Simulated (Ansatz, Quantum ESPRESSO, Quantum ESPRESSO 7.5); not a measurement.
# Evanescent states of BN, zinc blende type, lattice constant set to 3.63 Å

Wanted: the complex band structure of BN, zinc blende type, lattice constant set to 3.63 Å, as for a tunnel barrier.

Main program and level: Quantum ESPRESSO 7.5; plane-wave DFT, PBE, GBRV ultrasoft pseudopotentials (cross-check by Ansatz 0.2.0 with PAW datasets).

Report form: the programs' logs are mostly left out.

### 1. Starting point

The structure is cubic, space group F-43m (No. 216). Conventional cell: a = 3.630 Å, b = 3.630 Å, c = 3.630 Å, α = 90.00°, β = 90.00°, γ = 90.00°. B has 4 N at 1.57 Å nearest. Nearest to N lie 4 B at 1.57 Å. Farther neighbours and most contacts between anions are not listed.

### 2. Self-consistent run

pwcond needs a cell whose third axis lies along the current and stands perpendicular to the other two.

Input file scf.in:

```
&control
  prefix = 'scf'
  outdir = './out'
  pseudo_dir = './pseudo'
  calculation = 'scf'
  tprnfor = .true.
/
&system
  ibrav = 0
  nat = 4
  ntyp = 2
  ecutwfc = 40
  ecutrho = 200
  occupations = 'fixed'
  nbnd = 12
/
&electrons
  conv_thr = 1e-09
  mixing_beta = 0.6
  electron_maxstep = 120
/
ATOMIC_SPECIES
  B   10.8100  b_pbe_v1.4.uspp.F.UPF
  N   14.0070  n_pbe_v1.2.uspp.F.UPF
CELL_PARAMETERS angstrom
  2.56679761570717 0.00000000000000 0.00000000000000
  0.00000000000000 2.56679761570717 0.00000000000000
  0.00000000000000 0.00000000000000 3.63000000000000
ATOMIC_POSITIONS crystal
  B   0.000000000000 0.000000000000 0.000000000000
  N   0.500000000000 0.000000000000 0.250000000000
  B   0.500000000000 0.500000000000 0.500000000000
  N   0.000000000000 0.500000000000 0.750000000000
K_POINTS automatic
  8 8 6 0 0 0
```

The run is started by

```bash
$ OMP_NUM_THREADS=1 mpirun -n 2 pw.x -nk 2 -in scf.in > scf.out
```

Wall time 2.9 s (2 MPI ranks of Arm Neoverse V2, shared host); peak memory 0.11 GiB; 5.6 s of CPU time.

Read from the output:

```
free energy                          : -726.8224 eV
valence top, on the run's zero       : 10.96 eV
conduction bottom, on the run's zero : 15.43 eV
gap by band count                    : 4.461 eV
```

The run needed 9 iterations to bring the estimated error under 1e-09 Ry.

### 3. Complex bands with pwcond.x

ikind = 0 solves one period of the crystal for all kz, real and complex, at each energy and k across. ewind and epsproj trim the two-dimensional plane-wave basis; nz1 sets the subslabs.

Input file cbs.in:

```
&inputcond
  outdir = './out'
  prefixl = 'scf'
  band_file = 'cbs'
  ikind = 0
  ewind = 4.0
  epsproj = 1e-05
  nz1 = 7
  energy0 = 4.48
  denergy = -0.16
/
4
  0.00000000 0.00000000 1.00000000
  0.50000000 0.00000000 1.00000000
  0.50000000 0.50000000 1.00000000
  0.25000000 0.00000000 1.00000000
41
```

The run is started by

```bash
$ OMP_NUM_THREADS=1 mpirun -n 2 pwcond.x -in cbs.in > cbs.out
```

Run time: 20 s. Hardware: 2 MPI ranks; peak memory 0.1 GiB; 39 s of CPU time.

Read from the output:

* peak of the smallest κ at the zone centre: 0.495 Å⁻¹
* energy of the peak at the zone centre: 3.36 eV

K across = (0, 0) in the cell's reciprocal vectors; values within 0.0025 1/Å of each other count once, columns are sorted by size at each energy, a dash where no further value was kept. The Im kz of the slowest decaying states by energy, zero at the highest filled level of the SCF mesh:

```csv
energy (eV),decay 1 (Å⁻¹),decay 2 (Å⁻¹),decay 3 (Å⁻¹)
-1.92,1.16,2.31,2.42
-1.76,1.14,2.30,2.41
-1.60,1.12,2.29,2.40
-1.44,1.11,2.28,2.39
-1.28,1.09,2.27,2.38
-1.12,1.08,2.25,2.37
-0.96,1.06,2.24,2.36
-0.64,1.03,2.22,2.34
-0.48,1.01,2.21,2.34
-0.32,0.995,2.20,2.33
-0.16,0.978,2.19,2.32
0.00,0.013,0.02,0.027
0.16,0.147,0.944,-
0.32,0.204,0.927,2.16
0.48,0.247,0.909,2.15
0.64,0.282,0.891,2.13
0.80,0.311,0.873,2.12
0.96,0.335,0.339,0.854
1.12,0.357,0.362,0.836
1.44,0.393,0.403,0.797
1.60,0.408,0.42,0.776
1.76,0.421,0.436,0.756
1.92,0.433,0.451,0.734
2.08,0.444,0.465,0.712
2.24,0.454,0.477,0.689
2.40,0.462,0.489,0.666
2.56,0.47,0.499,0.641
2.72,0.476,0.509,0.615
2.88,0.482,0.518,0.588
3.04,0.487,0.526,0.559
3.20,0.491,0.529,0.534
3.52,0.461,0.497,0.547
3.68,0.421,0.499,0.553
3.84,0.378,0.501,0.558
4.00,0.327,0.501,0.562
4.16,0.265,0.501,0.566
4.32,0.182,0.501,0.569
4.48,0.5,0.572,1.81
```

K across = (0, 0) in the cell's reciprocal vectors. The Re kz of states that move upwards by energy, zero at the highest filled level of the SCF mesh:

```csv
energy (eV),channel 1 (Å⁻¹),channel 2 (Å⁻¹),channel 3 (Å⁻¹)
-1.92,-0.620,-0.620,-0.553
-1.76,-0.584,-0.584,-0.525
-1.44,-0.512,-0.512,-0.468
-1.28,-0.475,-0.475,-0.438
-0.96,-0.399,-0.399,-0.373
-0.80,-0.359,-0.359,-0.338
-0.64,-0.316,-0.316,-0.299
-0.32,-0.217,-0.217,-0.207
-0.16,-0.151,-0.150,-0.144
0.00,-,-,-
0.32,-,-,-
0.48,-,-,-
0.80,-,-,-
0.96,-,-,-
1.12,-,-,-
1.44,-,-,-
1.60,-,-,-
1.76,-,-,-
2.08,-,-,-
2.24,-,-,-
2.56,-,-,-
2.72,-,-,-
2.88,-,-,-
3.20,-,-,-
3.36,-,-,-
3.52,-,-,-
3.84,-,-,-
4.00,-,-,-
4.32,-,-,-
4.48,0.0695,-,-
```

K across = (1/2, 0) in the cell's reciprocal vectors; values within 0.0025 1/Å of each other count once, columns are sorted by size at each energy, a dash where no further value was kept. Im kz of the slowest decaying states against energy, zero at the highest filled level of the SCF mesh:

| energy (eV) | decay 1 (Å⁻¹) | decay 2 (Å⁻¹) | decay 3 (Å⁻¹) |
| --- | --- | --- | --- |
| -1.92 | 0.019 | 0.058 | 2.08 |
| -1.76 | 0.136 | 0.487 | 2.06 |
| -1.44 | 0.23 | 0.708 | 2.03 |
| -1.28 | 0.263 | 0.768 | 2.01 |
| -0.96 | 0.317 | 0.85 | 1.98 |
| -0.80 | 0.34 | 0.88 | 1.97 |
| -0.64 | 0.36 | 0.904 | 1.95 |
| -0.32 | 0.397 | 0.942 | 1.92 |
| -0.16 | 0.413 | 0.957 | 1.90 |
| 0.00 | 0.428 | 0.969 | 1.88 |
| 0.32 | 0.455 | 0.989 | 1.85 |
| 0.48 | 0.468 | 0.997 | 1.83 |
| 0.80 | 0.49 | 1.01 | 1.80 |
| 0.96 | 0.5 | 1.01 | 1.78 |
| 1.12 | 0.51 | 1.02 | 1.76 |
| 1.44 | 0.527 | 1.02 | 1.73 |
| 1.60 | 0.535 | 1.02 | 1.71 |
| 1.76 | 0.543 | 1.02 | 1.69 |
| 2.08 | 0.556 | 1.02 | 1.65 |
| 2.24 | 0.563 | 1.02 | 1.63 |
| 2.56 | 0.573 | 1.02 | 1.60 |
| 2.72 | 0.578 | 1.01 | 1.58 |
| 2.88 | 0.583 | 1.01 | 1.56 |
| 3.20 | 0.591 | 1.00 | 1.52 |
| 3.36 | 0.594 | 1 | 1.50 |
| 3.52 | 0.597 | 0.996 | 1.48 |
| 3.84 | 0.601 | 0.985 | 1.44 |
| 4.00 | 0.603 | 0.98 | 1.42 |
| 4.32 | 0.606 | 0.967 | 1.38 |
| 4.48 | 0.606 | 0.96 | 1.35 |

K across = (1/2, 1/2) in the cell's reciprocal vectors; values within 0.0025 1/Å of each other count once, columns are sorted by size at each energy, a dash where no further value was kept. Im kz of the slowest decaying states against energy, zero at the highest filled level of the SCF mesh:

```csv
energy (eV),decay 1 (Å⁻¹),decay 2 (Å⁻¹),decay 3 (Å⁻¹)
-1.92,0.469,0.606,2.85
-1.76,0.473,0.614,2.84
-1.60,0.476,0.622,2.83
-1.44,0.478,0.63,2.83
-1.28,0.479,0.636,2.82
-1.12,0.48,0.642,2.81
-0.96,0.48,0.648,2.80
-0.64,0.479,0.657,2.79
-0.48,0.478,0.661,2.78
-0.32,0.476,0.664,2.77
-0.16,0.474,0.667,2.76
0.00,0.471,0.67,2.75
0.16,0.468,0.672,2.74
0.32,0.464,0.674,2.73
0.48,0.46,0.675,2.73
0.64,0.456,0.676,2.72
0.80,0.451,0.677,2.71
0.96,0.445,0.677,2.70
1.12,0.439,0.677,2.69
1.44,0.425,0.676,2.67
1.60,0.417,0.675,2.66
1.76,0.409,0.674,2.65
1.92,0.4,0.672,2.65
2.08,0.39,0.67,2.64
2.24,0.38,0.668,2.63
2.40,0.369,0.665,2.62
2.56,0.357,0.662,2.61
2.72,0.344,0.659,2.6
2.88,0.33,0.656,2.59
3.04,0.315,0.652,2.58
3.20,0.299,0.648,2.57
3.52,0.262,0.639,2.55
3.68,0.24,0.634,2.54
3.84,0.215,0.628,2.53
4.00,0.187,0.623,2.52
4.16,0.152,0.617,2.52
4.32,0.104,0.611,2.50
4.48,0.604,2.50,2.75
```

K across = (1/4, 0) in the cell's reciprocal vectors; values within 0.0025 1/Å of each other count once, columns are sorted by size at each energy, a dash where no further value was kept. Table of Im kz of the slowest decaying states by energy, zero at the highest filled level of the SCF mesh:

```
energy (eV)  decay 1 (Å⁻¹)  decay 2 (Å⁻¹)  decay 3 (Å⁻¹)
      -1.92           1.58           1.92           2.39
      -1.60           1.55           1.90           2.37
      -1.28           1.51           1.87           2.35
      -0.96          0.136           1.48           1.85
      -0.64          0.237           1.44           1.83
      -0.32          0.166          0.302           1.41
      -0.16          0.254          0.328           1.39
       0.00          0.316          0.352           1.38
       0.16          0.365          0.373           1.36
       0.48          0.409          0.441           1.32
       0.80          0.441          0.501           1.28
       1.12          0.467          0.549           1.25
       1.44           0.49          0.589           1.21
       1.76           0.51          0.623           1.17
       2.08          0.527          0.651           1.13
       2.40          0.541          0.676           1.09
       2.72          0.553          0.697           1.05
       2.88          0.558          0.706           1.03
       3.20          0.567          0.722          0.988
       3.52          0.573          0.736          0.944
       3.84          0.578          0.747          0.898
       4.16          0.581          0.755           0.85
       4.48          0.582          0.761            0.8
```

### 4. Complex band structure, with ewind = 1.0

A sensitivity test on the input.

cbs.w.in is the input of step 3 with these lines changed:

```diff
@@ -3,5 +3,5 @@
   prefixl = 'scf'
-  band_file = 'cbs'
+  band_file = 'cbs.w'
   ikind = 0
-  ewind = 4.0
+  ewind = 1.0
   epsproj = 1e-05
```

The run is started by

```bash
$ OMP_NUM_THREADS=1 mpirun -n 2 pwcond.x -in cbs.w.in > cbs.w.out
```

Elapsed: 13 s, on 2 MPI ranks; peak memory 0.09 GiB.

The changed values were drawn from a wide range, not chosen for quality; the comparison shows what they did here together.

Beside the run it was changed from:

```
                                       quantity  this run  unchanged run  difference
peak of the smallest κ at the zone centre (Å⁻¹)     0.494          0.495     -0.0010
                                  wall time (s)        13             20
```

The physical values in this table move by up to 0.2 %.

### 5. The same in Ansatz

A second code with its own PAW datasets, on the same atoms.

Level of this step: plane-wave DFT, PBE, Ansatz PAW (Ansatz 0.2.0).

Input file input.yaml:

```yaml
crystal:
  lattice:
    - [2.5667976157, 0.0, 0.0]
    - [0.0, 2.5667976157, 0.0]
    - [0.0, 0.0, 3.63]
  atoms:
    - { symbol: B, position: [0.0, 0.0, 0.0] }
    - { symbol: "N", position: [0.5, 0.0, 0.25] }
    - { symbol: B, position: [0.5, 0.5, 0.5] }
    - { symbol: "N", position: [0.0, 0.5, 0.75] }
kpoints:
  mp_grid: { grid: [8, 8, 6] }
hamiltonian:
  xc: pbe
scf:
  occupations: { method: fixed }
  convergence: { dr2_threshold: 1.0e-09 }
output:
  transmission:
    leads: [[0, 0]]
    kpoints: [[0, 0], [0.5, 0], [0.5, 0.5], [0.25, 0]]
    e_range: [-1.92, 4.48]
    de: 0.16
```

The run is started by

```bash
$ ansatz run input.yaml --threads 2 --pin off --max-ram 4096MiB --backend cpu --events-out ev --progress --plain --runs-dir out
```

Wall time 2.6 s (2 threads); peak memory 0.27 GiB.

Numbers from this step:

```
free energy                                      : -1084.5511 eV
gap by band count                                : 4.458 eV
symmetry operations                              : 16
slowest decay at the grid energy nearest mid-gap : 0.3797 Å⁻¹
peak of the smallest κ at the zone centre        : 0.4955 Å⁻¹
valence top, on the run's zero                   : 10.98 eV
```

K across = (0, 0) in the cell's reciprocal vectors; values within 0.0025 1/Å of each other count once, columns are sorted by size at each energy, a dash where no further value was kept. Im kz of the slowest decaying states against energy, zero at the highest filled level of the SCF mesh:

```csv
energy (eV),decay 1 (Å⁻¹),decay 2 (Å⁻¹),decay 3 (Å⁻¹)
-1.92,1.16,-,-
-1.76,1.14,-,-
-1.60,1.12,-,-
-1.44,1.11,-,-
-1.28,1.09,-,-
-1.12,1.08,-,-
-0.96,1.06,-,-
-0.64,1.03,-,-
-0.48,1.01,-,-
-0.32,0.995,-,-
-0.16,0.979,-,-
0.00,0.00535,0.962,-
0.16,0.144,0.147,0.944
0.32,0.202,0.206,0.927
0.48,0.245,0.248,0.909
0.64,0.280,0.891,-
0.80,0.310,0.873,-
0.96,0.336,0.855,-
1.12,0.357,0.360,0.836
1.44,0.393,0.401,0.797
1.60,0.408,0.418,0.777
1.76,0.422,0.434,0.756
1.92,0.434,0.449,0.735
2.08,0.445,0.463,0.712
2.24,0.454,0.475,0.690
2.40,0.463,0.487,0.666
2.56,0.470,0.497,0.641
2.72,0.477,0.507,0.615
2.88,0.483,0.516,0.588
3.04,0.488,0.524,0.559
3.20,0.492,0.529,0.532
3.52,0.460,0.498,0.545
3.68,0.421,0.500,0.550
3.84,0.377,0.502,0.555
4.00,0.326,0.502,0.560
4.16,0.264,0.502,0.563
4.32,0.181,0.502,0.567
4.48,0.501,0.570,-
```

K across = (0, 0) in the cell's reciprocal vectors. Re kz of states that move upwards against energy, zero at the highest filled level of the SCF mesh:

```csv
energy (eV),channel 1 (Å⁻¹),channel 2 (Å⁻¹),channel 3 (Å⁻¹)
-1.92,-0.621,-0.621,-0.553
-1.76,-0.585,-0.585,-0.525
-1.60,-0.549,-0.549,-0.497
-1.44,-0.513,-0.513,-0.468
-1.28,-0.476,-0.476,-0.438
-1.12,-0.439,-0.439,-0.406
-0.96,-0.400,-0.400,-0.373
-0.64,-0.317,-0.317,-0.300
-0.48,-0.271,-0.271,-0.258
-0.32,-0.218,-0.218,-0.209
-0.16,-0.152,-0.152,-0.146
0.00,-,-,-
0.16,-,-,-
0.32,-,-,-
0.48,-,-,-
0.64,-,-,-
0.80,-,-,-
0.96,-,-,-
1.12,-,-,-
1.44,-,-,-
1.60,-,-,-
1.76,-,-,-
1.92,-,-,-
2.08,-,-,-
2.24,-,-,-
2.40,-,-,-
2.56,-,-,-
2.72,-,-,-
2.88,-,-,-
3.04,-,-,-
3.20,-,-,-
3.52,-,-,-
3.68,-,-,-
3.84,-,-,-
4.00,-,-,-
4.16,-,-,-
4.32,-,-,-
4.48,0.0737,-,-
```

K across = (1/2, 0) in the cell's reciprocal vectors; values within 0.0025 1/Å of each other count once, columns are sorted by size at each energy, a dash where no further value was kept. Im kz of the slowest decaying states against energy, zero at the highest filled level of the SCF mesh:

| energy (eV) | decay 1 (Å⁻¹) | decay 2 (Å⁻¹) | decay 3 (Å⁻¹) |
| --- | --- | --- | --- |
| -1.92 | - | - | - |
| -1.60 | 0.188 | 0.623 | - |
| -1.28 | 0.262 | 0.769 | - |
| -0.96 | 0.316 | 0.851 | - |
| -0.64 | 0.360 | 0.906 | - |
| -0.32 | 0.396 | 0.944 | - |
| -0.16 | 0.412 | 0.958 | - |
| 0.00 | 0.427 | 0.971 | - |
| 0.16 | 0.441 | 0.982 | - |
| 0.48 | 0.467 | 0.999 | - |
| 0.80 | 0.489 | 1.01 | - |
| 1.12 | 0.509 | 1.02 | - |
| 1.44 | 0.527 | 1.02 | - |
| 1.76 | 0.542 | 1.02 | - |
| 2.08 | 0.556 | 1.02 | - |
| 2.40 | 0.568 | 1.02 | - |
| 2.72 | 0.578 | 1.02 | - |
| 2.88 | 0.582 | 1.01 | - |
| 3.20 | 0.590 | 1.01 | - |
| 3.52 | 0.596 | 0.998 | 1.48 |
| 3.84 | 0.601 | 0.988 | 1.44 |
| 4.16 | 0.604 | 0.976 | 1.40 |
| 4.48 | 0.605 | 0.963 | 1.35 |

K across = (1/2, 1/2) in the cell's reciprocal vectors; values within 0.0025 1/Å of each other count once, columns are sorted by size at each energy, a dash where no further value was kept. Table of Im kz of the slowest decaying states by energy, zero at the highest filled level of the SCF mesh:

```csv
energy (eV),decay 1 (Å⁻¹),decay 2 (Å⁻¹)
-1.92,0.470,0.606
-1.76,0.473,0.615
-1.60,0.476,0.622
-1.44,0.478,0.630
-1.28,0.479,0.636
-1.12,0.480,0.642
-0.96,0.481,0.648
-0.64,0.480,0.657
-0.48,0.478,0.661
-0.32,0.477,0.664
-0.16,0.474,0.667
0.00,0.472,0.670
0.16,0.468,0.672
0.32,0.465,0.674
0.48,0.461,0.675
0.64,0.456,0.676
0.80,0.451,0.677
0.96,0.445,0.677
1.12,0.439,0.677
1.44,0.425,0.676
1.60,0.417,0.675
1.76,0.409,0.674
1.92,0.400,0.672
2.08,0.390,0.670
2.24,0.380,0.668
2.40,0.369,0.666
2.56,0.357,0.663
2.72,0.344,0.660
2.88,0.330,0.656
3.04,0.315,0.652
3.20,0.299,0.648
3.52,0.262,0.639
3.68,0.240,0.634
3.84,0.215,0.629
4.00,0.187,0.624
4.16,0.151,0.618
4.32,0.104,0.611
4.48,0.605,-
```

K across = (1/4, 0) in the cell's reciprocal vectors; values within 0.0025 1/Å of each other count once, columns are sorted by size at each energy, a dash where no further value was kept. Im kz of the slowest decaying states against energy, zero at the highest filled level of the SCF mesh:

```csv
energy (eV),decay 1 (Å⁻¹),decay 2 (Å⁻¹),decay 3 (Å⁻¹)
-1.92,-,-,-
-1.76,-,-,-
-1.60,-,-,-
-1.44,-,-,-
-1.28,-,-,-
-1.12,1.50,-,-
-0.96,0.134,1.48,-
-0.64,0.236,1.44,-
-0.48,0.271,1.43,-
-0.32,0.167,0.301,1.41
-0.16,0.255,0.327,1.39
0.00,0.316,0.351,1.38
0.16,0.365,0.372,1.36
0.32,0.391,0.406,1.34
0.48,0.409,0.442,1.32
0.64,0.425,0.473,1.30
0.80,0.440,0.501,1.28
0.96,0.454,0.527,1.27
1.12,0.466,0.549,1.25
1.44,0.489,0.589,1.21
1.60,0.499,0.607,1.19
1.76,0.509,0.623,1.17
1.92,0.518,0.638,1.15
2.08,0.526,0.652,1.13
2.24,0.533,0.665,1.11
2.40,0.540,0.677,1.09
2.56,0.546,0.687,1.07
2.72,0.552,0.698,1.05
2.88,0.557,0.707,1.03
3.04,0.562,0.715,1.01
3.20,0.566,0.723,0.988
3.52,0.573,0.737,0.944
3.68,0.575,0.742,0.921
3.84,0.577,0.747,0.898
4.00,0.579,0.752,0.874
4.16,0.580,0.756,0.850
4.32,0.581,0.759,0.825
4.48,0.581,0.762,0.799
```

### 6. The arithmetic

T falls as exp(−2κd). With κ = 0.381 1/Å, 10 Å of barrier pass exp(−2 × 0.381 × 10) = 4.9e-4 of that channel, interfaces aside.

### 7. Outcome

```
gap on the SCF mesh                                                  : 4.46 eV
smallest κ at mid-gap among the four k points, at (1/2, 1/2)         : 0.381 Å⁻¹
peak of the smallest κ in the stop band at the zone centre           : 0.495 Å⁻¹
energy of the peak at the zone centre, over the highest filled level : 3.36 eV
peak at the zone centre by Ansatz                                    : 0.495 Å⁻¹
```

In words: With a gap of 4.46 eV on the mesh, the smallest κ at mid-gap among the four k points, at (1/2, 1/2) is 0.381 Å⁻¹ (PBE, GBRV ultrasoft). For a barrier with the Fermi level at mid-gap the slowest state found, at (1/2, 1/2), loses a factor of ten in probability every 3.0 Å or so. Stop bands away from the zone centre are mostly wider than the gap, so their peaks can lie above the conduction bottom. The X valleys along [100] and [010] project onto (1/2, 1/2) in this cell. At the zone centre pwcond's peak is 0.495 and Ansatz's 0.495 1/Å, 0 % apart. The cell is the a/√2 one, turned by 45°, with two primitive cells, so X along [001] folds onto kz = 0. A semilocal gap is too small, often by a third to a half and by more in narrow-gap crystals, so real barriers decay faster.

[Logs are printed without paths, hosts, clocks, repeated set-up lines and the standing remarks that a program may print on its own settings, such as how far it seeks lower states.]

[Hosts, paths, dates, database ids (printed as entryN), source tags and the programs' standing remarks are cut or masked in the printed files.]

[Maps of the electrostatic potential energy from Ansatz leave out the sawtooth potential of an applied field or a dipole correction, so their vacuum need not be flat; planar profiles and work functions include it.]
